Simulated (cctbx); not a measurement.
# ScCrFe11C: as given, inverted or twinned?

Space group Imm2 (no. 44), a = 4.8100 Å, b = 8.2670 Å, c = 8.3010 Å, α = 90.00°, β = 90.00°, γ = 90.00°.

| atom | mult. | x | y | z | Ueq (Å²) |
| --- | --- | --- | --- | --- | --- |
| Fe1 | 4 | 1/2 | 0.1411 | 0.4921 | 0.0112 |
| Fe2 | 2 | 0 | 0 | 0.3643 | 0.0105 |
| Fe3 | 8 | 0.7505 | 0.7543 | 0.2465 | 0.0134 |
| Fe4 | 4 | 0 | 0.7202 | 0.4972 | 0.0101 |
| Fe5 | 2 | 1/2 | 0 | 0.7748 | 0.0127 |
| Fe6 | 2 | 1/2 | 0 | 0.2237 | 0.0087 |
| Cr1 | 2 | 0 | 0 | 0.6331 | 0.0099 |
| Sc1 | 2 | 0 | 0 | 0.0067 | 0.0108 |
| C1 | 2 | 1/2 | 0 | 0.0070 | 0.0171 |

This is a model crystal, built by substitution and not relaxed, with assumed displacement parameters.

Data sets are simulated with cctbx and refined with Bijvoet mates kept apart; Flack x is then fitted as the share of an inverted twin with the atoms fixed, Hooft y from the Bijvoet differences. The group is acentric but holds improper operations, so there is an absolute structure (orientation) and no hand.

Untwinned crystal. What Flack and Hooft values should come out?

| λ (Å) | extinction (unmodelled) | d min (Å) | top counts | error (%) | model | R1 | Flack x | s.u. | Hooft y | s.u. | pairs |
| --- | --- | --- | --- | --- | --- | --- | --- | --- | --- | --- | --- |
| 0.71073 | 0 | 0.77 | 20000 | 6 | as given | 0.0208 | -0.12 | 0.14 | -0.164 | 0.159 | 211 |
| 0.71073 | 0 | 0.77 | 20000 | 6 | inverted | 0.0217 | 1.10 | 0.14 | 1.162 | 0.162 | 211 |
| 1.54184 | 0 | 0.83 | 20000 | 6 | as given | 0.0171 | -0.035 | 0.015 | -0.042 | 0.024 | 169 |

With Mo Kα, the s.u. is too large to fix the absolute structure. With Cu Kα, x is within 3 s.u. of 0, so the absolute structure is right. Inverting the model turns x into about 1 − x.

A further crystal gives:

```csv
λ (Å),extinction (unmodelled),d min (Å),top counts,error (%),model,R1,Flack x,s.u.,Hooft y,s.u.,pairs
0.71073,0.1,0.84,40000,3,as given,0.0104,0.23,0.07,0.202,0.080,159
```

**Question.** What is it?

It was simulated as an inversion twin with a fraction 0.3 of the inverted domain. Flack x is over 3 s.u. from both 0 and 1 and reads that fraction.

[Logs are printed without paths, hosts, clocks, repeated set-up lines and the standing remarks that a program may print on its own settings, such as how far it seeks lower states.]
